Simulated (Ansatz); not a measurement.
# C on Ta(110): change of the work function

Wanted: Δφ(θ) for C/Ta(110), starting from the top site.

Method: plane-wave DFT, PBE, Ansatz PAW, in the first sound run; inputs show where later runs differ, in Ansatz 0.2.0.

## 1. The starting structure

The cell holds 4 atoms: 4 Ta. Its edges and angles: a = 2.867 Å, b = 2.867 Å, c = 25.022 Å, α = 90.0°, β = 90.0°, γ = 70.5°. Vacuum lies along c.

As a file:

```cif
data_structure
_symmetry_space_group_name_H-M 'P 1'
_symmetry_Int_Tables_number 1
_cell_length_a 2.8665
_cell_length_b 2.8665
_cell_length_c 25.0216
_cell_angle_alpha 90.000
_cell_angle_beta 90.000
_cell_angle_gamma 70.529
_cell_volume 193.85
loop_
_atom_site_label
_atom_site_type_symbol
_atom_site_fract_x
_atom_site_fract_y
_atom_site_fract_z
_atom_site_occupancy
Ta1 Ta 0.00000 0.00000 0.35969 1
Ta2 Ta 0.50000 0.50000 0.45323 1
Ta3 Ta 0.00000 0.00000 0.54677 1
Ta4 Ta 0.50000 0.50000 0.64031 1
```

## 2. The clean slab

The bare slab comes first, as the zero from which every change is counted. The two lowest layers are held at bulk places and the upper ones relax. The dipole correction removes the false field that a one-sided slab makes across the periodic vacuum, so each face gets a flat vacuum level of its own.

File input.yaml:

```yaml
crystal:
  lattice:
    - [2.3405234457, -1.655, 0.0]
    - [2.3405234457, 1.655, 0.0]
    - [0.0, 0.0, 25.0215703372]
  atoms:
    - { symbol: Ta, position: [0.0, 0.0, 0.3596896549] }
    - { symbol: Ta, position: [0.5, 0.5, 0.453229885] }
    - { symbol: Ta, position: [0.0, 0.0, 0.546770115] }
    - { symbol: Ta, position: [0.5, 0.5, 0.6403103451] }
kpoints:
  mp_grid: { grid: [11, 11, 1] }
hamiltonian:
  xc: pbe
scf:
  occupations: { method: fermi_dirac, width: 0.1 }
  convergence: { dr2_threshold: 1.0e-08 }
efield:
  axis: 3
  dipole_correction: true
  ramp_position: 0.97
  ramp_width: 0.06
relax:
  f_tol: 0.02
  max_steps: 60
  constraints: [{ sites: [0, 1] }]
output:
  write_potential: true
  write_density: true
  volumetric_format: npy
```

Command:

```
$ ansatz run input.yaml --threads 4 --pin off --max-ram 6144MiB --backend cpu --events-out ev --progress --plain --runs-dir out
```

Numbers of over 12 decimals in the logs are rounded to 6 here.

Log:

```text
Engine: ansatz 0.2.0, aarch64-unknown-linux-gnu
Pseudopotentials: kind: paw
Pseudopotential: Ta, paw, valence charge 13, recommended cutoff 420 eV (normal), Ta.paw.azcp
Functional definition: PBE
  parameter kappa = 0.804
  parameter beta = 0.066725
  exchange = pbe_x(kappa = kappa, mu = beta*pi^2/3)
  correlation = pbe_c(beta = beta)
Crystal: 4 atoms, lattice volume = 193.845 Å³
Basis set: ecut = 420 eV, 3793 PW (Γ), exchange–correlation on 40×40×360 points (8 copies of the dense FFT grid, shifted against one another)
Bands: 32, of which v1, the nominal top of the filled ones, is band 26 counted from 1 (25 counted from 0)
Symmetry: 4 space group operations
k-points: 36 of 121
Non-local potential: Ta, projectors of the file, l = 0: 3, l = 1: 2, l = 2: 2, l = 3: 1
PAW form: soft (Blöchl's): semilocal exchange-correlation on the pseudo side does not see the compensation charge
PAW one-centre angular grid: Ta, 590 points (default); XC on 64 Gauss nodes
Initial density: superposition of atomic densities (neutral atoms: chi_scale 0, normalization atom), corrected by the library's trained network
Initial wavefunctions: pseudopotential atomic-orbital guess
Functional: x = pbe(κ = 0.804, μ = 0.219515), c = pbe(β = 0.066725)
SCF iter   1: F=—  HF=-39726.816541 eV  |F-HF|=—  |Δ(HF+E_count)|=         —  Δρ=5.74e-3  dr2=1.29e0  ethr=1.77e-3  p=0.000 e·Å  D=2.87e-15 V/Å  ΔV_dip=-0.00 eV  dr2_dipole=4.39e-7  V_vac-E_F(+/−)=4.99/4.99 eV  ⟨swp⟩=7.2  Hψ=5576  notcnv=0
efield: sawtooth ramp at fractional position 0.9700 (set: `efield.ramp_position`, or a place that a band, a saddle search or an elastic batch's reference lends), width 0.0600; the density the first Hamiltonian is built on has a dipole p = 0.000 e·Å; the dipole correction subtracts the counter field D = 2.87e-15 V/Å, which shifts the + side's vacuum level by -0.00 eV against the − side's; the planar-averaged density in the ramp window peaks in size at 1.7e-5 e/Å³
preconditioner: auto → LDOS  [metal: Δε(μ)=0.046 eV  Ē_g=3.857 eV  σ=0.100 eV  W_gap=0.12  n_scr=16 (ndim 8)  ℏωp=11.9 eV  f_vac=0.544  D(μ)=5.13/eV (n_scr^D=16)  β→1.0]
SCF iter   2: F=—  HF=-39726.773630 eV  |F-HF|=—  |Δ(HF+E_count)|=   4.29e-2  Δρ=1.67e-3  dr2=2.11e-2  ethr=1.77e-3  p=0.000 e·Å  D=8.43e-6 V/Å  ΔV_dip=-0.00 eV  dr2_dipole=7.31e-7  V_vac-E_F(+/−)=4.81/4.81 eV  ⟨swp⟩=1.6  Hψ=1466  notcnv=0
SCF iter   3: F=—  HF=-39726.774083 eV  |F-HF|=—  |Δ(HF+E_count)|=   4.53e-4  Δρ=4.43e-4  dr2=2.61e-3  ethr=4.06e-5  p=-0.000 e·Å  D=-7.82e-7 V/Å  ΔV_dip=0.00 eV  dr2_dipole=1.41e-8  V_vac-E_F(+/−)=4.83/4.83 eV  ⟨swp⟩=2.1  Hψ=1567  notcnv=0
SCF iter   4: F=—  HF=-39726.774095 eV  |F-HF|=—  |Δ(HF+E_count)|=   1.19e-5  Δρ=1.28e-4  dr2=3.01e-5  ethr=5.02e-6  p=-0.000 e·Å  D=-7.56e-7 V/Å  ΔV_dip=0.00 eV  dr2_dipole=4.80e-10  V_vac-E_F(+/−)=4.82/4.82 eV  ⟨swp⟩=2.1  Hψ=1523  notcnv=0
SCF iter   5: F=—  HF=-39726.774098 eV  |F-HF|=—  |Δ(HF+E_count)|=   3.08e-6  Δρ=3.69e-5  dr2=2.38e-6  ethr=5.78e-8  p=-0.000 e·Å  D=-7.73e-7 V/Å  ΔV_dip=0.00 eV  dr2_dipole=1.96e-11  V_vac-E_F(+/−)=4.82/4.82 eV  ⟨swp⟩=3.1  Hψ=2302  notcnv=0
SCF iter   6: F=—  HF=-39726.773979 eV  |F-HF|=—  |Δ(HF+E_count)|=   1.19e-4  Δρ=1.37e-5  dr2=8.21e-7  ethr=4.58e-9  p=-0.000 e·Å  D=-2.30e-7 V/Å  ΔV_dip=0.00 eV  dr2_dipole=2.75e-12  V_vac-E_F(+/−)=4.82/4.82 eV  ⟨swp⟩=2.4  Hψ=2082  notcnv=0
SCF iter   7: F=—  HF=-39726.773979 eV  |F-HF|=—  |Δ(HF+E_count)|=   1.32e-7  Δρ=3.01e-6  dr2=2.00e-8  ethr=1.58e-9  p=-0.000 e·Å  D=-1.70e-7 V/Å  ΔV_dip=0.00 eV  dr2_dipole=8.98e-13  V_vac-E_F(+/−)=4.82/4.82 eV  ⟨swp⟩=2.3  Hψ=1940  notcnv=0
SCF iter   8: F=-39726.773979 eV  HF=-39726.773979 eV  |F-HF|=6.36e-9  |Δ(HF+E_count)|=   5.46e-8  Δρ=8.65e-7  dr2=2.50e-9  ethr=1.92e-11  p=-0.000 e·Å  D=-6.89e-8 V/Å  ΔV_dip=0.00 eV  dr2_dipole=8.68e-14  V_vac-E_F(+/−)=4.82/4.82 eV  ⟨swp⟩=10.8  Hψ=8617  notcnv=0
SCF 1 converged in 8 iterations: F = -39726.773979 eV  dr2 = 2.50e-9
  greatest PAW one-centre occupation: 0.999 electrons in one spin orbital (limit 2), on the Ta atom at site 3 (counted from 0), in its partial waves of l = 0
relax step   1: F+E_penalty+E_count = -39726.77397877 eV  Δ(F+E_penalty+E_count) = +0.000e0 eV  max|allowed force component| = 4.103e-1 eV/Å  Δτ_max = 0.0000 Å  (8 SCF iters, accepted)
Initial density: handed on by an earlier stage of this run
Initial wavefunctions: those handed on with the density
iter 1 solved again at ethr=2.45e-3 eV; its pass at ethr=3.10e-3 eV (dr2=1.27e0 eV) is discarded
SCF iter   1: F=—  HF=-39726.851561 eV  |F-HF|=—  |Δ(HF+E_count)|=         —  Δρ=1.00e-2  dr2=1.16e0  ethr=2.45e-3  p=0.000 e·Å  D=9.13e-7 V/Å  ΔV_dip=-0.00 eV  dr2_dipole=9.11e-3  V_vac-E_F(+/−)=4.85/4.85 eV  ⟨swp⟩=1.0  Hψ=4664  notcnv=0
efield: sawtooth ramp at fractional position 0.9700 (set: `efield.ramp_position`, or a place that a band, a saddle search or an elastic batch's reference lends), width 0.0600; the density the first Hamiltonian is built on has a dipole p = 0.000 e·Å; the dipole correction subtracts the counter field D = 9.13e-7 V/Å, which shifts the + side's vacuum level by -0.00 eV against the − side's; the planar-averaged density in the ramp window peaks in size at 9.5e-6 e/Å³
preconditioner: auto → LDOS  [metal: Δε(μ)=0.019 eV  Ē_g=3.964 eV  σ=0.100 eV  W_gap=0.05  n_scr=16 (ndim 8)  ℏωp=11.9 eV  f_vac=0.554  D(μ)=4.72/eV (n_scr^D=16)  β→1.0]
SCF iter   2: F=—  HF=-39726.787297 eV  |F-HF|=—  |Δ(HF+E_count)|=   6.43e-2  Δρ=5.89e-3  dr2=3.23e-1  ethr=2.23e-3  p=0.015 e·Å  D=1.39e-2 V/Å  ΔV_dip=-0.35 eV  dr2_dipole=2.01e-4  V_vac-E_F(+/−)=4.47/4.81 eV  ⟨swp⟩=3.0  Hψ=1855  notcnv=0
SCF iter   3: F=—  HF=-39726.754314 eV  |F-HF|=—  |Δ(HF+E_count)|=   3.30e-2  Δρ=1.75e-3  dr2=2.77e-2  ethr=6.20e-4  p=0.007 e·Å  D=6.07e-3 V/Å  ΔV_dip=-0.15 eV  dr2_dipole=7.87e-4  V_vac-E_F(+/−)=4.68/4.83 eV  ⟨swp⟩=3.0  Hψ=2217  notcnv=0
SCF iter   4: F=—  HF=-39726.750418 eV  |F-HF|=—  |Δ(HF+E_count)|=   3.90e-3  Δρ=4.06e-4  dr2=6.06e-4  ethr=5.33e-5  p=0.007 e·Å  D=6.51e-3 V/Å  ΔV_dip=-0.16 eV  dr2_dipole=7.52e-7  V_vac-E_F(+/−)=4.66/4.82 eV  ⟨swp⟩=2.8  Hψ=1965  notcnv=0
SCF iter   5: F=—  HF=-39726.750615 eV  |F-HF|=—  |Δ(HF+E_count)|=   1.96e-4  Δρ=1.22e-4  dr2=5.70e-5  ethr=1.17e-6  p=0.007 e·Å  D=6.34e-3 V/Å  ΔV_dip=-0.16 eV  dr2_dipole=2.47e-6  V_vac-E_F(+/−)=4.66/4.82 eV  ⟨swp⟩=2.1  Hψ=1658  notcnv=0
SCF iter   6: F=—  HF=-39726.750625 eV  |F-HF|=—  |Δ(HF+E_count)|=   9.98e-6  Δρ=3.78e-5  dr2=1.88e-5  ethr=1.10e-7  p=0.007 e·Å  D=6.09e-3 V/Å  ΔV_dip=-0.15 eV  dr2_dipole=5.48e-6  V_vac-E_F(+/−)=4.67/4.82 eV  ⟨swp⟩=2.3  Hψ=1795  notcnv=0
SCF iter   7: F=—  HF=-39726.750624 eV  |F-HF|=—  |Δ(HF+E_count)|=   5.29e-7  Δρ=1.61e-5  dr2=3.10e-6  ethr=3.61e-8  p=0.006 e·Å  D=6.02e-3 V/Å  ΔV_dip=-0.15 eV  dr2_dipole=1.94e-7  V_vac-E_F(+/−)=4.67/4.82 eV  ⟨swp⟩=1.8  Hψ=1354  notcnv=0
SCF iter   8: F=—  HF=-39726.750503 eV  |F-HF|=—  |Δ(HF+E_count)|=   1.21e-4  Δρ=3.36e-6  dr2=5.29e-8  ethr=5.96e-9  p=0.006 e·Å  D=5.94e-3 V/Å  ΔV_dip=-0.15 eV  dr2_dipole=1.88e-9  V_vac-E_F(+/−)=4.67/4.82 eV  ⟨swp⟩=2.1  Hψ=1393  notcnv=0
SCF iter   9: F=-39726.750503 eV  HF=-39726.750503 eV  |F-HF|=8.24e-9  |Δ(HF+E_count)|=   3.30e-8  Δρ=1.21e-6  dr2=7.33e-9  ethr=1.92e-11  p=0.006 e·Å  D=5.93e-3 V/Å  ΔV_dip=-0.15 eV  dr2_dipole=1.38e-9  V_vac-E_F(+/−)=4.67/4.82 eV  ⟨swp⟩=11.3  Hψ=9180  notcnv=0
SCF 2 converged in 9 iterations: F = -39726.750503 eV  dr2 = 7.33e-9
  greatest PAW one-centre occupation: 1.000 electrons in one spin orbital (limit 2), on the Ta atom at site 3 (counted from 0), in its partial waves of l = 0
relax step   2: F+E_penalty+E_count = -39726.75050280 eV  Δ(F+E_penalty+E_count) = +2.348e-2 eV  max|allowed force component| = 8.002e-1 eV/Å  Δτ_max = 0.1925 Å  (9 SCF iters, rejected (line search))
iter 1 solved again at ethr=8.74e-4 eV; its pass at ethr=3.10e-3 eV (dr2=4.55e-1 eV) is discarded
SCF iter   1: F=—  HF=-39726.828477 eV  |F-HF|=—  |Δ(HF+E_count)|=         —  Δρ=5.81e-3  dr2=4.52e-1  ethr=8.74e-4  p=0.006 e·Å  D=5.93e-3 V/Å  ΔV_dip=-0.15 eV  dr2_dipole=6.56e-3  V_vac-E_F(+/−)=4.65/4.80 eV  ⟨swp⟩=1.4  Hψ=4051  notcnv=0
efield: sawtooth ramp at fractional position 0.9700 (set: `efield.ramp_position`, or a place that a band, a saddle search or an elastic batch's reference lends), width 0.0600; the density the first Hamiltonian is built on has a dipole p = 0.006 e·Å; the dipole correction subtracts the counter field D = 5.93e-3 V/Å, which shifts the + side's vacuum level by -0.15 eV against the − side's; the planar-averaged density in the ramp window peaks in size at 5.6e-6 e/Å³
preconditioner: auto → LDOS  [metal: Δε(μ)=0.009 eV  Ē_g=3.837 eV  σ=0.100 eV  W_gap=0.02  n_scr=16 (ndim 8)  ℏωp=11.9 eV  f_vac=0.547  D(μ)=5.41/eV (n_scr^D=16)  β→1.0]
SCF iter   2: F=—  HF=-39726.801798 eV  |F-HF|=—  |Δ(HF+E_count)|=   2.67e-2  Δρ=3.15e-3  dr2=6.56e-2  ethr=8.70e-4  p=-0.002 e·Å  D=-2.17e-3 V/Å  ΔV_dip=0.05 eV  dr2_dipole=3.34e-3  V_vac-E_F(+/−)=4.88/4.82 eV  ⟨swp⟩=2.8  Hψ=1790  notcnv=0
SCF iter   3: F=—  HF=-39726.794876 eV  |F-HF|=—  |Δ(HF+E_count)|=   6.92e-3  Δρ=1.10e-3  dr2=1.29e-2  ethr=1.26e-4  p=0.002 e·Å  D=2.33e-3 V/Å  ΔV_dip=-0.06 eV  dr2_dipole=1.21e-3  V_vac-E_F(+/−)=4.76/4.82 eV  ⟨swp⟩=2.7  Hψ=2252  notcnv=0
SCF iter   4: F=—  HF=-39726.793422 eV  |F-HF|=—  |Δ(HF+E_count)|=   1.45e-3  Δρ=2.91e-4  dr2=9.55e-4  ethr=2.48e-5  p=0.002 e·Å  D=1.91e-3 V/Å  ΔV_dip=-0.05 eV  dr2_dipole=1.97e-4  V_vac-E_F(+/−)=4.77/4.82 eV  ⟨swp⟩=2.0  Hψ=1522  notcnv=0
SCF iter   5: F=—  HF=-39726.793404 eV  |F-HF|=—  |Δ(HF+E_count)|=   1.77e-5  Δρ=8.61e-5  dr2=4.85e-5  ethr=1.84e-6  p=0.002 e·Å  D=1.92e-3 V/Å  ΔV_dip=-0.05 eV  dr2_dipole=2.48e-6  V_vac-E_F(+/−)=4.77/4.82 eV  ⟨swp⟩=2.1  Hψ=1527  notcnv=0
SCF iter   6: F=—  HF=-39726.793388 eV  |F-HF|=—  |Δ(HF+E_count)|=   1.64e-5  Δρ=2.46e-5  dr2=1.70e-6  ethr=9.33e-8  p=0.002 e·Å  D=2.06e-3 V/Å  ΔV_dip=-0.05 eV  dr2_dipole=6.54e-8  V_vac-E_F(+/−)=4.77/4.82 eV  ⟨swp⟩=2.5  Hψ=2015  notcnv=0
SCF iter   7: F=—  HF=-39726.793267 eV  |F-HF|=—  |Δ(HF+E_count)|=   1.20e-4  Δρ=8.43e-6  dr2=2.74e-7  ethr=3.28e-9  p=0.002 e·Å  D=2.11e-3 V/Å  ΔV_dip=-0.05 eV  dr2_dipole=2.10e-8  V_vac-E_F(+/−)=4.77/4.82 eV  ⟨swp⟩=2.7  Hψ=2147  notcnv=0
SCF iter   8: F=—  HF=-39726.793268 eV  |F-HF|=—  |Δ(HF+E_count)|=   1.69e-7  Δρ=2.38e-6  dr2=3.63e-8  ethr=5.27e-10  p=0.002 e·Å  D=2.16e-3 V/Å  ΔV_dip=-0.05 eV  dr2_dipole=9.53e-12  V_vac-E_F(+/−)=4.76/4.82 eV  ⟨swp⟩=2.1  Hψ=1551  notcnv=0
SCF iter   9: F=-39726.793268 eV  HF=-39726.793268 eV  |F-HF|=2.09e-9  |Δ(HF+E_count)|=   2.41e-8  Δρ=8.53e-7  dr2=4.12e-9  ethr=1.92e-11  p=0.002 e·Å  D=2.18e-3 V/Å  ΔV_dip=-0.05 eV  dr2_dipole=3.68e-10  V_vac-E_F(+/−)=4.76/4.82 eV  ⟨swp⟩=10.7  Hψ=8746  notcnv=0
SCF 3 converged in 9 iterations: F = -39726.793268 eV  dr2 = 4.12e-9
relax step   3: F+E_penalty+E_count = -39726.79326767 eV  Δ(F+E_penalty+E_count) = -1.929e-2 eV  max|allowed force component| = 1.481e-2 eV/Å  Δτ_max = 0.0866 Å  (9 SCF iters, accepted)
NSCF: frozen V_eff on 36 k-points
the search or the solves at the SCF's close seem to have found levels that the self-consistency loop had missed (the run counts 1). By its estimate they hold under 1e-12 electrons; where the run keeps them, the occupations were computed again with them
SCF converged after 9 iterations
Free energy (F): -39726.793268 eV
Harris-Foulkes:  -39726.793268 eV  (|F-HF|=2.09e-9)
Internal energy: -39726.619239 eV  (E = F + TS)
E sigma→0 (E₀):  -39726.706253 eV
Entropy (-TS):   -0.174029 eV (-43.507 meV/atom)
Fermi energy:    4.111105 eV
Dipole field:    D = 0.002208 V/Å  (p = 0.002365 e·Å, saw-weighted, corrected)
Work function:   Φ+ = 4.7634 eV   Φ− = 4.8186 eV
Levels:          The Fermi level and band energies are counted from a zero that moves with the ramp; work functions are not
--- Per-component energies (eV) ---
  E_band       = -1175.886430
  E_kinetic    = 1457.869717
  E_local      = -55602.795316  (includes V_loc(G=0)·N_el)
  E_nonlocal   = 59.711656
  E_hartree    = 27085.726388
  E_xc         = -870.120434
  E_vxc        = -811.224902  (∫ρ·V_xc dr)
  E_paw        = -33585.923396  (= ΣΔE_a)
  E_vpaw       = -450.909322  (= ΣTr[D̂ρ^β])
  E_aug_tail   = 0.000571  (compensation charges beyond the density's cutoff)
  E_efield     = 0.000003  (sawtooth field / dipole correction)
  E_vefield    = 0.002354  (∫n·V_field dr)
  E_ewald      = 21728.911572
  E_smearing   = -0.174029  (= −TS)
  E_closure    = -0.000000  (closes the sum)
  Σ components = -39726.793268   (vs F -39726.793268, Δ=0.00e0)
--- Forces (eV/Å), atoms counted from 1 ---
  atom   1  Ta     0.00000000     0.00000000     0.43185865
  atom   2  Ta     0.00000000     0.00000000    -0.43830927
  atom   3  Ta     0.00000000     0.00000000    -0.00836148
  atom   4  Ta     0.00000000     0.00000000     0.01481170
  max |Σ_I F_I| component: 3.93e-7 eV/Å
--- Band table (eV; the first three rows and the last of 36) ---
  k-point 0: bands = [... 22 lower, 3.5810, 3.8003, 3.9062, 4.4734, 4.5172, 4.6568, 5.1217, 5.3437, ... 2 higher]
  k-point 1: bands = [... 22 lower, 3.4820, 3.7735, 3.9079, 4.2246, 4.4284, 4.7556, 5.0015, 5.2219, ... 2 higher]
  k-point 2: bands = [... 22 lower, 3.3103, 3.5831, 3.7412, 3.8835, 4.0548, 4.2846, 5.3467, 5.5402, ... 2 higher]
  k-point 35: bands = [... 22 lower, 2.8106, 3.3602, 3.9139, 5.4541, 5.5909, 6.2755, 6.5731, 6.8718, ... 2 higher]
--- Relaxed structure (3 steps of the walk, 2 accepted, 0 SCFs on fresh bases) ---
  F+E_penalty+E_count = -39726.79326767 eV   max|allowed force component| = 1.481e-2 eV/Å
  atoms:
    - { symbol: Ta, position: [0.0, 0.0, 0.3596896549] }
    - { symbol: Ta, position: [0.5, 0.5, 0.453230] }
    - { symbol: Ta, position: [0.0, 0.0, 0.546963] }
    - { symbol: Ta, position: [0.5, 0.5, 0.636847] }
```

The job ended after 41 s (4 threads of Arm Neoverse N1, shared host; peak memory 0.54 GiB).

Step by step:

| step | energy less that of the first step (eV) | largest force component (eV/Å) |
| --- | --- | --- |
| 1 | 0.0000 | 0.4103 |
| 2 | 0.0235 | 0.8002 |
| 3 | -0.0193 | 0.0148 |

Relaxation step 2 was tried and not accepted.

Forces are held to the 4 operations that the run works with; a distortion that breaks them can't arise in this run.

The atoms that moved most (Å):

```csv
atom,dx,dy,dz,length
Ta4,0.000,0.000,-0.087,0.087
```

Final coordinates:

```xyz
4
Lattice="2.3405 -1.6550 0.0000 2.3405 1.6550 0.0000 0.0000 0.0000 25.0216" Properties=species:S:1:pos:R:3
Ta    0.0000    0.0000    9.0000
Ta    2.3405    0.0000   11.3405
Ta    0.0000    0.0000   13.6859
Ta    2.3405    0.0000   15.9349
```

Numbers from this step:

```yaml
energy_at_zero_smearing: -39726.7063 eV
work_function_upper_face: 4.763 eV
work_function_lower_face: 4.819 eV
dipole_along_the_normal: 0.002365 e·Å
step_between_the_vacuum_levels: -0.05524 eV
```

Running mean over 2.341 Å of the planar mean; the ramp of the sawtooth is left out. The electron's electrostatic potential energy less the Fermi level by z:

```csv
z (Å),electron's electrostatic potential energy less the Fermi level (eV)
3.5,4.82
4.0,4.82
4.5,4.81
5.0,4.80
5.5,4.76
6.0,4.62
6.5,4.21
7.0,2.96
7.5,-0.242
8.0,-5.20
8.5,-8.91
9.0,-10.1
9.5,-10.1
10.0,-10.0
10.5,-10.0
11.0,-9.98
11.5,-9.97
12.0,-9.95
12.5,-9.94
13.0,-9.95
13.5,-10.0
14.0,-10.3
14.5,-10.7
15.0,-10.9
15.5,-10.6
16.0,-10.1
16.5,-8.59
17.0,-4.59
17.5,0.275
18.0,3.16
18.5,4.24
19.0,4.60
19.5,4.71
20.0,4.75
20.5,4.76
21.0,4.76
21.5,4.76
```

The relaxation took 3 steps and lowered the energy by 0.019 eV; the largest force on the free atoms ends at 0.015 eV/Å.

The work function of the upper face is 4.76 eV.

(Continued in part 2 of 5.)

[Logs are printed without paths, hosts, clocks, repeated set-up lines and the standing remarks that a program may print on its own settings, such as how far it seeks lower states.]

[Hosts, paths, dates, database ids (printed as entryN), source tags and the programs' standing remarks are cut or masked in the printed files.]

[Maps of the electrostatic potential energy from Ansatz leave out the sawtooth potential of an applied field or a dipole correction, so their vacuum need not be flat; planar profiles and work functions include it.]
